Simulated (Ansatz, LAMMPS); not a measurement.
# Squeezing and shearing La2O3 with crystalline order left by the classical run (105 atoms): runs compared

How stiff is La2O3 with crystalline order left by the classical run (105 atoms), and how do its levels respond to strain?

Computed with Ansatz 0.2.0: Kohn-Sham DFT, PBE, PAW (set soft_2), plane waves.

## 1. The cell as built

The cell holds 105 atoms: 42 La and 63 O. Cell: a = 12.283 Å, b = 12.283 Å, c = 12.283 Å, α = 90.0°, β = 90.0°, γ = 90.0°. 105 atoms (42 Nd, 63 O) placed at random at 7.01 g/cm³, melted at 5000 K for 10 ps at fixed volume with the Morse and Coulomb pair potential with partial charges (Pedone, Malavasi, Menziani, Cormack and Segre, J. Phys. Chem. B 110, 11780 (2006)). Quenched from 5000 K to 300 K at 50 K/ps and fixed volume, held 10 ps at zero pressure, then minimised at fixed cell. Then Nd was replaced by La and the cell scaled by 1.023 (the potential has no terms for the new elements, so the cell is a start for a DFT relaxation).

What the set-up can't give: The quench rate of 50 K/ps far exceeds what a furnace or splat quench reaches, so expect more defects and frozen-in strain than in a real sample. The starting topology of bonds comes from the classical model, and needn't be the one that DFT or experiment would give. Only the Γ point is sampled. Spin–orbit coupling is left out, which matters for the levels of the heavy elements.

## 2. The reference run

The reference is a single point at the end of the relaxation.

Every strained cell starts from the geometry of this run, and its atoms are relaxed with the cell held.

Its input, with most atom lines left out:

```yaml
crystal:
  lattice:
    - [11.89826, 0.26915, -0.04225]
    - [0.26915, 12.74197, -0.53823]
    - [-0.04225, -0.53823, 12.4394]
  atoms:
    - { symbol: La, position: [0.54293, 0.57459, 0.71401] }
    - { symbol: La, position: [0.84991, 0.23202, 0.62871] }
    - { symbol: La, position: [0.07412, 0.7226, 0.98232] }
    - { symbol: La, position: [0.57846, 0.83605, 0.58504] }
    - { symbol: La, position: [0.56756, 0.01161, 0.85654] }
    - { symbol: La, position: [0.83898, 0.98543, 0.70426] }
    - { symbol: La, position: [0.11849, 0.19914, 0.47038] }
    [... atom lines 8 to 105 left out ...]
kpoints:
  mp_grid: { grid: [1, 1, 1] }
hamiltonian:
  xc: pbe
scf:
  occupations: { method: fixed }
output:
  forces: true
  stress: true
  populations: true
  dos:
    method: { smearing: { sigma: 0.08 } }
    de: 0.1
    projected: { site_lists: { La: [La], O: [O] } }
  eigenvalues: true
  write_density: true
  write_potential: true
  volumetric_format: npy
  elf: true
```

```
free energy per atom   : -2842.3465 eV/atom
r.m.s. force component : 0.00262 eV/Å
pressure               : -0.0001711 GPa
```

Filled and empty levels are parted by 2.98 eV (at Γ alone); a semilocal functional tends to put such gaps too low. In a disordered cell it changes from sample to sample, and tail or defect levels can set it.

## 3. The runs

Each row is one run, on 4 threads of AMD EPYC 9R14 (Zen 4), shared host. The free energy is the program's total, comparable only between runs with the same functional, potentials and atoms.

```
                                 run  atoms    outcome  ionic steps, all passes  free energy (eV)     time  host memory (GiB)
           Single point at the start    105  converged                        -       -298441.223     17 s                3.3
              Cell and atoms relaxed    105  converged                       20       -298446.378  5.5 min                3.3
Single point at the relaxed geometry    105  converged                        -       -298446.378     36 s                3.3
                         Volume -3 %    105  converged                        6       -298445.845  2.3 min                3.1
                         Volume +3 %    105  converged                        7       -298445.912  2.8 min                3.3
                         Volume -6 %    105  converged                        5       -298444.115  1.9 min                3.1
                         Volume +6 %    105  converged                        7       -298444.676  3.1 min                3.4
                        Volume -10 %    105  converged                       17       -298440.189  6.1 min                3.0
            Stretched by 1 % along x    105  converged                        3       -298446.273     75 s                3.3
           Compressed by 1 % along x    105  converged                        3       -298446.278     72 s                3.2
                Sheared by 2 % in xy    105  converged                        6       -298446.299  2.5 min                3.2
```

In some runs the program notes that the SCF threshold is loose for the stress.

## 4. Pressure against volume

Atoms are relaxed at each volume, in the scaled cell.

```
volume change (%)  volume (Å³/atom)  energy change (meV/atom)  pressure (GPa)  largest move on relaxing (Å)  bonds  gap (eV)
              -10            16.128                     58.94           10.90                          1.25    280                3.01
               -6            16.844                     21.55            6.78                          0.20    272                2.93
               -3            17.382                      5.08            3.12                          0.08    270                2.96
               +0            17.919                      0.00            0.00                             -    267                2.98
               +3            18.457                      4.44           -2.51                          0.15    267                3.04
               +6            18.995                     16.21           -4.42                          0.31    262                3.14
```

## 5. Uniaxial strain and shear

Stress (GPa, compression positive) less that of the relaxed cell, atoms relaxed:

```
                   strain      xx      yy      zz      xy  energy change (meV/atom)
 stretched by 1 % along x  -1.742  -0.738  -0.751   0.015                      1.00
compressed by 1 % along x   1.770   0.796   0.797  -0.018                      0.95
     sheared by 2 % in xy   0.115  -0.092   0.153  -0.565                      0.75
```

## 6. Findings

The bulk modulus, from the slope of pressure against ln V over the three points nearest the relaxed volume, is 93.9 GPa; between neighbouring points the slope runs 95, 116, 103, 85 and 66 GPa from the smallest volume up, without a steady fall, so no pressure derivative is given. The count of bonds runs from 262 to 280 over the series, so at some points contacts cross the cutoffs. At -10 % some atom moved by over 0.5 Å on relaxing, so that point may sit in another local minimum. The gap goes from 3.01 eV at the smallest volume to 3.14 eV at the largest, not monotonically (lowest 2.93, highest 3.14 eV), on the run's k-points. In the Cartesian axes of the cell, finite differences give C11 = 176, C12 = 76.7, C13 = 77.4 and C66 = 28.2 GPa (the shear of 2 % is the engineering strain, εxy = 0.01). The mean of C11, C12 and C13, which equals the bulk modulus in a cubic or isotropic solid, is 110 GPa: it lies 17 % over the bulk modulus from the volumes. For an isotropic solid C66 would equal (C11 − C12)/2 = 49.4 GPa; so small a sample needn't be isotropic, and C66 rests on one shear. The two differ too much for isotropic moduli to be formed.

**Limits.** Strains are finite and relaxations stop at the force tolerance of the input, which can leave moduli too stiff; they are those of a static cell at zero temperature. Volumes are changed with the cell's shape held, so in an anisotropic solid the modulus lies over the one under free hydrostatic load. The program notes that the SCF threshold of the relaxations is loose for the stress.

The DFT runs together took 27 min of wall time.

[Logs are printed without paths, hosts, clocks, repeated set-up lines and the standing remarks that a program may print on its own settings, such as how far it seeks lower states.]

[Hosts, paths, dates, database ids (printed as entryN), source tags and the programs' standing remarks are cut or masked in the printed files.]
